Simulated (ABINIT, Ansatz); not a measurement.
# TaAl (Pm-3m): from the cell to the phonon bands

Aim: the phonon dispersion of TaAl (Pm-3m), checked by a second program.

Method: DFT LDA, scalar-relativistic, plane waves, PseudoDojo norm-conserving pseudopotentials, in ABINIT 10.8.3.

Report form: the programs' logs are mostly left out.

The structure was built from a prototype and need not be the compound's stable phase.

**1. Set-up**

The structure is cubic, space group Pm-3m (No. 221). Conventional cell: a = 3.200 Å, b = 3.200 Å, c = 3.200 Å, α = 90.00°, β = 90.00°, γ = 90.00°. Nearest to Al lie 8 Ta at 2.77 Å. Nearest to Ta lie 8 Al at 2.77 Å. Farther neighbours are not listed.

**2. A probe with smearing**

A first run with smearing and empty bands tells whether the crystal has a gap, which decides between fixed occupations and smearing later on.

Contents of probe.abi:

```
# ground state
tolvrs 1.0d-08
prtden 1
prtwf 1

# basis, mesh and filling
ecut 25.0
ngkpt 6 6 6
nshiftk 1
shiftk 0.0 0.0 0.0
istwfk *1
occopt 7
tsmear 0.005
nband 14
nstep 100
diemac 9.0
prtebands 0
prtgsr 0
useylm 1

# cell and atoms
acell 3*1.0 Angstrom
rprim 
    3.20022785 0.0 0.0
    0.0 3.20022785 0.0
    0.0 0.0 3.20022785
ntypat 2
znucl 13 73
natom 2
typat 1 2
xred 
    0.0 0.0 0.0
    0.5 0.5 0.5
pp_dirpath "./pseudo"
pseudos "Al.upf, Ta.upf"
```

The run is started by

```console
OMP_NUM_THREADS=1 mpirun -n 4 abinit probe.abi > probe.log
```

Run time: 4.8 s. Hardware: 4 MPI ranks of Arm Neoverse V1, shared host; 19 s of CPU time.

Read from the output:

* volume per atom: 16.39 Å³
* pressure: -5.509 GPa
* gap on the k-mesh: 0 eV

No gap opens on this mesh, so smearing is kept; the printed pressure holds the stress of the finite basis too.

**3. Rough relaxation**

The typed start is rough, so a first relaxation with smearing and loose thresholds takes it towards rest cheaply.

Contents of prerelax.abi:

```
# relaxation
ionmov 2
optcell 2
dilatmx 1.15
chkdilatmx 0
ntime 40
tolmxf 3.0d-04
tolvrs 1.0d-10
prtwf 0
prtden 0
chksymtnons 0

# basis, mesh and filling
ecut 26.0
ecutsm 3.0
ngkpt 6 6 6
nshiftk 1
shiftk 0.0 0.0 0.0
istwfk *1
occopt 7
tsmear 0.005
nband 14
nstep 100
diemac 1000000.0
prtebands 0
prtgsr 0
useylm 1

# cell and atoms
acell 3*1.0 Angstrom
rprim 
    3.20022785 0.0 0.0
    0.0 3.20022785 0.0
    0.0 0.0 3.20022785
ntypat 2
znucl 13 73
natom 2
typat 1 2
xred 
    0.0 0.0 0.0
    0.5 0.5 0.5
pp_dirpath "./pseudo"
pseudos "Al.upf, Ta.upf"
```

The run is started by

```console
OMP_NUM_THREADS=1 mpirun -n 4 abinit prerelax.abi > prerelax.log
```

The job ended after 12 s (4 MPI ranks).

Step by step:

| step | energy less that of the first step (eV) | largest force (eV/Å) | volume (Å³) |
| --- | --- | --- | --- |
| 1 | 0.0000 | 0.0000 | 32.78 |
| 2 | -0.0130 | 0.0000 | 32.26 |
| 3 | -0.0179 | 0.0000 | 31.68 |
| 4 | -0.0179 | 0.0000 | 31.71 |

```
conventional cell, symmetrised  before  after  change
                         a (Å)   3.200  3.165  -1.1 %
                         b (Å)   3.200  3.165  -1.1 %
                         c (Å)   3.200  3.165  -1.1 %
              volume (Å³/atom)   16.39  15.85  -3.3 %
```

Final coordinates:

```xyz
2
Lattice="3.1651 0.0000 0.0000 0.0000 3.1651 0.0000 0.0000 0.0000 3.1651" Properties=species:S:1:pos:R:3 pbc="T T T"
Al    0.0000    0.0000    0.0000
Ta    1.5825    1.5825    1.5825
```

Numbers from this step:

```
volume per atom : 15.85 Å³
pressure        : -0.003287 GPa
```

The volume changes by -3.3 % in this run and stands -3.3 % from the first cell.

**4. Relaxing the cell and atoms**

The harmonic expansion needs vanishing forces, and a free crystal bears no stress, so cell and atoms are brought to rest. Stress is more sensitive to the basis than forces are: the last 3 Ha under the cutoff are smoothed with ecutsm, and the cutoff is raised above that of the later runs.

Contents of relax.abi:

```
# relaxation
ionmov 2
optcell 2
dilatmx 1.08
ntime 40
tolmxf 1.0d-05
tolvrs 1.0d-14
prtwf 0
prtden 0
chksymtnons 0

# basis, mesh and filling
ecut 32.0
ecutsm 3.0
ngkpt 8 8 8
nshiftk 1
shiftk 0.0 0.0 0.0
istwfk *1
occopt 3
tsmear 0.01
nband 14
nstep 100
diemac 1000000.0
prtebands 0
prtgsr 0
useylm 1

# cell and atoms
acell 3*1.0 Angstrom
rprim 
    3.165078108 0.0 0.0
    0.0 3.165078108 0.0
    0.0 0.0 3.165078108
ntypat 2
znucl 13 73
natom 2
typat 1 2
xred 
    0.0 0.0 0.0
    0.5 0.5 0.5
pp_dirpath "./pseudo"
pseudos "Al.upf, Ta.upf"
```

The run is started by

```console
OMP_NUM_THREADS=1 mpirun -n 4 abinit relax.abi > relax.log
```

Wall time 32 s (4 MPI ranks).

Relaxation path:

| step | energy less that of the first step (eV) | largest force (eV/Å) | volume (Å³) |
| --- | --- | --- | --- |
| 1 | 0.0000 | 0.0000 | 31.71 |
| 2 | -0.0005 | 0.0000 | 31.81 |
| 3 | -0.0007 | 0.0000 | 31.92 |
| 4 | -0.0007 | 0.0000 | 31.92 |

```
conventional cell, symmetrised  before  after  change
                         a (Å)   3.165  3.172  +0.2 %
                         b (Å)   3.165  3.172  +0.2 %
                         c (Å)   3.165  3.172  +0.2 %
              volume (Å³/atom)   15.85  15.96  +0.7 %
```

The relaxed structure:

```xyz
2
Lattice="3.1720 0.0000 0.0000 0.0000 3.1720 0.0000 0.0000 0.0000 3.1720" Properties=species:S:1:pos:R:3 pbc="T T T"
Al    0.0000    0.0000    0.0000
Ta    1.5860    1.5860    1.5860
```

Read from the output:

```
volume per atom : 15.96 Å³
pressure        : 1.59e-5 GPa
```

The volume changes by +0.7 % in this run and stands -2.6 % from the first cell.

**5. Self-consistent run for the response**

First-order wavefunctions inherit every error of the ground state, hence the very tight tolvrs. Smearing stays on, as the first look found no gap above 0.3 eV.

Contents of gs.abi:

```
# ground state
tolvrs 1.0d-16
prtden 1
prtwf 1

# basis, mesh and filling
ecut 25.0
ngkpt 8 8 8
nshiftk 1
shiftk 0.0 0.0 0.0
istwfk *1
occopt 3
tsmear 0.01
nband 14
nstep 100
diemac 1000000.0
prtebands 0
prtgsr 0
useylm 1

# cell and atoms
acell 3*1.0 Angstrom
rprim 
    3.172028644 0.0 0.0
    0.0 3.172028644 0.0
    0.0 0.0 3.172028644
ntypat 2
znucl 13 73
natom 2
typat 1 2
xred 
    0.0 0.0 0.0
    0.5 0.5 0.5
pp_dirpath "./pseudo"
pseudos "Al.upf, Ta.upf"
```

The run is started by

```console
OMP_NUM_THREADS=1 mpirun -n 4 abinit gs.abi > gs.log
```

Wall time 8 s (4 MPI ranks); 32 s of CPU time.

Read from the output:

```
pressure : -0.3221 GPa
```

The cell stands at -0.32 GPa: the relaxation ran with a smoothed and higher cutoff, and the difference is a stress of the finite basis.

**6. Zone-centre response**

At q = 0 one unit cell holds all displacements. The response is solved for single atoms along the cell's directions, and symmetry skips those that follow from others. The crystal is treated as a metal, which screens a static field, so no field response is asked.

Contents of dfpt_gamma.abi:

```

# common to the responses
getwfk_filepath "gso_WFK"
kptopt 2
nqpt 1
qpt 0.0 0.0 0.0
asr 0
chneut 0

# displacements
rfphon 1
rfatpol 1 2
rfdir 1 1 1
tolvrs 1.0d-10
prtwf 0
prtpot 1

# basis, mesh and filling
ecut 25.0
ngkpt 8 8 8
nshiftk 1
shiftk 0.0 0.0 0.0
istwfk *1
occopt 3
tsmear 0.01
nband 14
nstep 100
diemac 1000000.0
prtebands 0
prtgsr 0
useylm 1

# cell and atoms
acell 3*1.0 Angstrom
rprim 
    3.172028644 0.0 0.0
    0.0 3.172028644 0.0
    0.0 0.0 3.172028644
ntypat 2
znucl 13 73
natom 2
typat 1 2
xred 
    0.0 0.0 0.0
    0.5 0.5 0.5
pp_dirpath "./pseudo"
pseudos "Al.upf, Ta.upf"
```

The run is started by

```console
OMP_NUM_THREADS=1 mpirun -n 4 abinit dfpt_gamma.abi > dfpt_gamma.log
```

Run time: 23 s. Hardware: 4 MPI ranks; 92 s of CPU time.

Read from the output:

```yaml
largest_acoustic_frequency_at_the_zone_centre_before_the_sum_rule: 0.83 cm⁻¹
highest_optical_zone_centre_mode_no_lo_to_term: 298.1 cm⁻¹
lowest_optical_zone_centre_mode: 298.1 cm⁻¹
```

The acoustic modes at Γ come out as far as 0.8 cm⁻¹ from zero, where they should vanish, a small numerical error.

**7. Phonons on a q mesh**

Linear response treats each wavevector of the 4×4×4 mesh in the unit cell; the first-order potentials are kept for the electron-phonon matrix elements.

Contents of dfpt_q.abi:

```
ndtset 9

# wavevectors
qpt1 0.25 0.0 0.0
qpt2 0.5 0.0 0.0
qpt3 0.25 0.25 0.0
qpt4 0.5 0.25 0.0
qpt5 0.5 0.5 0.0
qpt6 0.25 0.25 0.25
qpt7 0.5 0.25 0.25
qpt8 0.5 0.5 0.25
qpt9 0.5 0.5 0.5

# displacements
getwfk_filepath "gso_WFK"
getwfq_filepath "gso_WFK"
kptopt 3
nqpt 1
rfphon 1
rfatpol 1 2
rfdir 1 1 1
tolvrs 1.0d-10
prtwf 0
prtpot 1

# basis, mesh and filling
ecut 25.0
ngkpt 8 8 8
nshiftk 1
shiftk 0.0 0.0 0.0
istwfk *1
occopt 3
tsmear 0.01
nband 14
nstep 100
diemac 1000000.0
prtebands 0
prtgsr 0
useylm 1

# cell and atoms
acell 3*1.0 Angstrom
rprim 
    3.172028644 0.0 0.0
    0.0 3.172028644 0.0
    0.0 0.0 3.172028644
ntypat 2
znucl 13 73
natom 2
typat 1 2
xred 
    0.0 0.0 0.0
    0.5 0.5 0.5
pp_dirpath "./pseudo"
pseudos "Al.upf, Ta.upf"
```

The run is started by

```console
OMP_NUM_THREADS=1 mpirun -n 4 abinit dfpt_q.abi > dfpt_q.log
```

Wall time 32 min (4 MPI ranks).

Read from the output:

```
lowest mode on the q mesh (acoustic ones at the zone centre apart) : -111.8 cm⁻¹
```

Frequencies (cm⁻¹) before the sum rule at the irreducible wavevectors but Γ, which is solved apart; negative means imaginary. Frequencies by wavevector:

```
 q (fractions)  star  mode 1  mode 2  mode 3  mode 4  mode 5  mode 6
      0.25 0 0     6   59.84   68.46   68.46   287.5   287.5   289.6
       0.5 0 0     3   104.3   110.5   110.5     270     270   270.4
   0.25 0.25 0    12  -90.84   92.68   113.6   270.1   285.8   306.2
    0.5 0.25 0    12  -47.74  -41.44   124.1   278.9   289.7   294.8
     0.5 0.5 0     3  -111.8  -111.8   134.4   286.7   305.9   305.9
0.25 0.25 0.25     8  -26.14  -26.14    98.8   285.7   293.7   293.7
 0.5 0.25 0.25    12  -44.37  -34.74   105.5   271.7   295.6   299.9
  0.5 0.5 0.25     6  -55.44  -55.44   117.4   275.7   289.6   289.6
   0.5 0.5 0.5     1   93.44   93.44   93.44   263.2   263.2   263.2
```

**8. Interpolated phonon bands**

anaddb transforms the dynamical matrices to force constants and back along the path; points of the mesh come back as solved, but for the sum rule and, in polar crystals, the LO-TO term at Γ; the rest is interpolation.

Contents of anaddb.abi:

```
ddb_filepath "all_DDB"
output_file "anaddb.abo"
outdata_prefix "anaddb"
ifcflag 1
ngqpt 4 4 4
nqshft 1
q1shft 0.0 0.0 0.0
asr 1
chneut 0
dipdip 0
dipquad 0
quadquad 0
enunit 0
eivec 0
nph1l 62
qph1l 
    0.0 0.0 0.0 1.0
    0.0 0.05 0.0 1.0
    0.0 0.1 0.0 1.0
    0.0 0.15 0.0 1.0
    0.0 0.2 0.0 1.0
    0.0 0.25 0.0 1.0
    0.0 0.3 0.0 1.0
    0.0 0.35 0.0 1.0
    0.0 0.4 0.0 1.0
    0.0 0.45 0.0 1.0
    0.0 0.5 0.0 1.0
    0.05 0.5 0.0 1.0
    0.1 0.5 0.0 1.0
    0.15 0.5 0.0 1.0
    0.2 0.5 0.0 1.0
    0.25 0.5 0.0 1.0
    0.3 0.5 0.0 1.0
    0.35 0.5 0.0 1.0
    0.4 0.5 0.0 1.0
    0.45 0.5 0.0 1.0
    0.5 0.5 0.0 1.0
    0.45 0.45 0.0 1.0
    0.4 0.4 0.0 1.0
    0.35 0.35 0.0 1.0
    0.3 0.3 0.0 1.0
    0.25 0.25 0.0 1.0
    0.2 0.2 0.0 1.0
    0.15 0.15 0.0 1.0
    0.1 0.1 0.0 1.0
    0.05 0.05 0.0 1.0
    0.0 0.0 0.0 1.0
    0.05 0.05 0.05 1.0
    0.1 0.1 0.1 1.0
    0.15 0.15 0.15 1.0
    0.2 0.2 0.2 1.0
    0.25 0.25 0.25 1.0
    0.3 0.3 0.3 1.0
    0.35 0.35 0.35 1.0
    0.4 0.4 0.4 1.0
    0.45 0.45 0.45 1.0
    0.5 0.5 0.5 1.0
    0.45 0.5 0.45 1.0
    0.4 0.5 0.4 1.0
    0.35 0.5 0.35 1.0
    0.3 0.5 0.3 1.0
    0.25 0.5 0.25 1.0
    0.2 0.5 0.2 1.0
    0.15 0.5 0.15 1.0
    0.1 0.5 0.1 1.0
    0.05 0.5 0.05 1.0
    0.0 0.5 0.0 1.0
    0.5 0.5 0.5 1.0
    0.5 0.5 0.45 1.0
    0.5 0.5 0.4 1.0
    0.5 0.5 0.35 1.0
    0.5 0.5 0.3 1.0
    0.5 0.5 0.25 1.0
    0.5 0.5 0.2 1.0
    0.5 0.5 0.15 1.0
    0.5 0.5 0.1 1.0
    0.5 0.5 0.05 1.0
    0.5 0.5 0.0 1.0
```

Contents of mrgddb.in:

```
all_DDB
merged
10
dfpt_gammao_DDB
dfpt_qo_DS1_DDB
dfpt_qo_DS2_DDB
dfpt_qo_DS3_DDB
dfpt_qo_DS4_DDB
dfpt_qo_DS5_DDB
dfpt_qo_DS6_DDB
dfpt_qo_DS7_DDB
dfpt_qo_DS8_DDB
dfpt_qo_DS9_DDB
```

The run is started by

```console
mrgddb < mrgddb.in > mrgddb.log
OMP_NUM_THREADS=1 anaddb anaddb.abi > anaddb.log
```

Wall time 0.52 s (1 thread).

Read from the output:

| Property | Result |
| --- | --- |
| lowest frequency on the path | -111.8 cm⁻¹ |

Anaddb. The phonon branches at the labelled points (cm⁻¹):

```
    point  branch 1  branch 2  branch 3  branch 4  branch 5  branch 6
        Γ         0         0         0       298       298       298
  halfway        60        68        68       288       288       290
        X       104       110       110       270       270       270
  halfway       -48       -42       124       279       290       295
        M      -112      -112       134       287       306       306
  halfway       -91        93       114       270       286       306
        Γ         0         0         0       298       298       298
  halfway       -26       -26        99       286       294       294
        R        93        93        93       263       263       263
  halfway       -44       -35       106       272       296       300
        X       104       110       110       270       270       270
jump to R        93        93        93       263       263       263
  halfway       -56       -56       117       276       290       290
        M      -112      -112       134       287       306       306
```

The path dips to 112i cm⁻¹.

**9. Sums over the zone**

Sums over the zone need many more wavevectors than were solved, so the interpolation is sampled on a dense mesh.

Contents of anaddb.abi:

```
ddb_filepath "all_DDB"
output_file "anaddb.abo"
outdata_prefix "anaddb"
ifcflag 1
ngqpt 4 4 4
nqshft 1
q1shft 0.0 0.0 0.0
asr 1
chneut 0
dipdip 0
dipquad 0
quadquad 0
prtdos 2
ng2qpt 14 14 14
dosdeltae 4.5563e-06
ntemper 11
temperinc 100.0
tempermin 0.0
```

The run is started by

```console
OMP_NUM_THREADS=1 anaddb anaddb.abi > anaddb.log
```

The job ended after 0.67 s (1 thread).

Read from the output:

* share of modes beyond 3i cm⁻¹ on the dense interpolated mesh: 0.1804

The phonon density of states has structure finer than the step of the table below, so its rows give means over 10 cm⁻¹, whole bins alone (the curve runs from -142 to 335 cm⁻¹). Peaks (cm⁻¹: height): -66.8: 0.0196, 110.2: 0.0513, 281.2: 0.0962, 299.2: 0.101.

Tetrahedra. Table of phonon density of states by wavenumber; means over each step:

wavenumber (cm⁻¹), phonon density of states (1/cm⁻¹/cell) and a bar:
```
     -120      0.000 
     -110      0.002 #
     -100      0.008 ###
      -90      0.012 ####
      -80      0.014 #####
      -70      0.018 ######
      -60      0.015 #####
      -50      0.011 ####
      -40      0.009 ###
      -30      0.007 ##
      -20      0.006 ##
      -10      0.006 ##
        0      0.005 ##
       10      0.006 ##
       20      0.006 ##
       30      0.007 ##
       40      0.008 ###
       50      0.010 ###
       60      0.011 ####
       70      0.012 ####
       80      0.015 #####
       90      0.019 #######
      100      0.024 ########
      110      0.040 ##############
      120      0.021 #######
      130      0.008 ###
      140      0.000 
      150      0.000 
      160      0.000 
      170      0.000 
      180      0.000 
      190      0.000 
      200      0.000 
      210      0.000 
      220      0.000 
      230      0.000 
      240      0.000 
      250      0.000 
      260      0.000 
      270      0.042 ##############
      280      0.088 ##############################
      290      0.074 #########################
      300      0.086 #############################
      310      0.007 ##
      320      0.000
```

**10. The same in Ansatz**

A second program on the same cell, potentials, cutoff and meshes tests the implementation of the phonon response, not its convergence.

This step: DFT LDA, scalar-relativistic, plane waves, PseudoDojo norm-conserving pseudopotentials (Ansatz 0.2.0).

Contents of input.yaml:

```yaml
crystal:
  lattice:
    - [3.1720286435, 0.0, 0.0]
    - [0.0, 3.1720286435, 0.0]
    - [0.0, 0.0, 3.1720286435]
  atoms:
    - { symbol: Al, position: [0.0, 0.0, 0.0] }
    - { symbol: Ta, position: [0.5, 0.5, 0.5] }
kpoints:
  mp_grid: { grid: [8, 8, 8] }
hamiltonian:
  xc: lda
  pseudopotentials: { kind: nc, accuracy: standard }
scf:
  occupations: { method: fermi_dirac, width: 0.27211 }
output:
  eigenvalues: true
basis:
  ecutwfc: 680.285
phonons:
  method: dfpt
  qmesh: [4, 4, 4]
  temperatures: { t_max: 1000, t_step: 50 }
  qpath:
    path:
      - [[0.0, 0.0, 0.0], [0.0, 0.5, 0.0], [0.5, 0.5, 0.0], [0.0, 0.0, 0.0], [0.5, 0.5, 0.5], [0.0, 0.5, 0.0]]
      - [[0.5, 0.5, 0.5], [0.5, 0.5, 0.0]]
    npoints: 10
```

The run is started by

```console
ansatz run input.yaml --threads 4 --pin off --max-ram 8192MiB --backend cpu --events-out ev --progress --plain --runs-dir out
```

Elapsed: 94 s, on 4 threads; peak memory 0.85 GiB.

Read from the output:

* sum-rule residual before enforcement: 6.62e-4 eV/Å²
* share of modes beyond 3i cm⁻¹ on the dense interpolated mesh: 0.1797

**11. The two compared: ABINIT PseudoDojo and Ansatz, PseudoDojo**

Numbers from this step:

```
root-mean-square difference             : 0.05 cm⁻¹
largest difference                      : 0.17 cm⁻¹
root-mean-square difference on the path : 0.1 cm⁻¹
largest difference on the path          : 0.9 cm⁻¹
```

The 12 of 57 modes that differ most. Frequencies side by side:

```csv
q (reciprocal lattice),mode,ABINIT PseudoDojo (cm⁻¹),"Ansatz, PseudoDojo (cm⁻¹)"
0.25 0 0,2,68.46,68.58
0.25 0 0,3,68.46,68.58
0.5 0 0,2,110.5,110.5
0.5 0 0,3,110.5,110.5
0.25 0.25 0,1,-90.84,-90.81
0.25 0.25 0,2,92.68,92.82
0.5 0.25 0,1,-47.74,-47.61
0.5 0.25 0,3,124.1,124.2
0.5 0.5 0,3,134.4,134.5
0.5 0.25 0.25,2,-34.74,-34.57
0.5 0.25 0.25,3,105.5,105.6
0.5 0.5 0.25,3,117.4,117.5
```

The interpolated bands of the two lie on top of each other.

At the solved wavevectors the largest difference (acoustic modes at Γ apart) is 0.06 % of the highest mode.

**12. What came out**

| Quantity | Value |
| --- | --- |
| space group after relaxation | Pm-3m |
| volume per atom | 16.0 Å³ |
| highest optical zone-centre mode (no LO-TO term) | 298.1 cm⁻¹ |
| q mesh | 4×4×4 |
| lowest mode on the q mesh (acoustic ones at the zone centre apart) | -111.8 cm⁻¹ |
| imaginary modes on the q mesh | yes |
| largest difference from Ansatz, PseudoDojo | 0.17 cm⁻¹ |

TaAl (Pm-3m) is unstable: a mode solved on the 4×4×4 mesh is imaginary, 112i cm⁻¹; its spectrum reaches 307 cm⁻¹. At the LDA level the optical modes of TaAl (Pm-3m) at the zone centre lie at 298 cm⁻¹. The base run prints -0.32 GPa, mostly the error of a finite basis; the relaxation, with a smoothed and higher cutoff, had brought the cell to rest. The most unstable solved mode lies at q = (0.5, 0.5, 0), on the zone boundary, so the distortion that it points to doubles the cell. ABINIT PseudoDojo and Ansatz, PseudoDojo agree to 0.17 cm⁻¹ (0.06 % of the highest mode compared) on all solved modes but the acoustic ones at Γ, without the LO-TO term. These are harmonic frequencies: anharmonic shifts and widths and the lattice's thermal expansion are left out. The Fermi-Dirac smearing of 0.01 Ha is an electronic temperature of 3158 K, which adds a pressure of its own and can shift the volume and soft modes. Spin-orbit coupling is left out, which can matter for the heavy elements here. In a metal the frequencies hang on the k mesh and the smearing, most of all near Kohn anomalies. Ansatz warns that the cutoff lies 14 % under the one recommended for these files; agreement at one cutoff is not convergence. The structure is a hypothetical one, built on a prototype.

[Host names and launcher messages were left out of these logs when they were recorded.]

[Logs are printed without paths, hosts, clocks, repeated set-up lines and the standing remarks that a program may print on its own settings, such as how far it seeks lower states.]

[Hosts, paths, dates, database ids (printed as entryN), source tags and the programs' standing remarks are cut or masked in the printed files.]
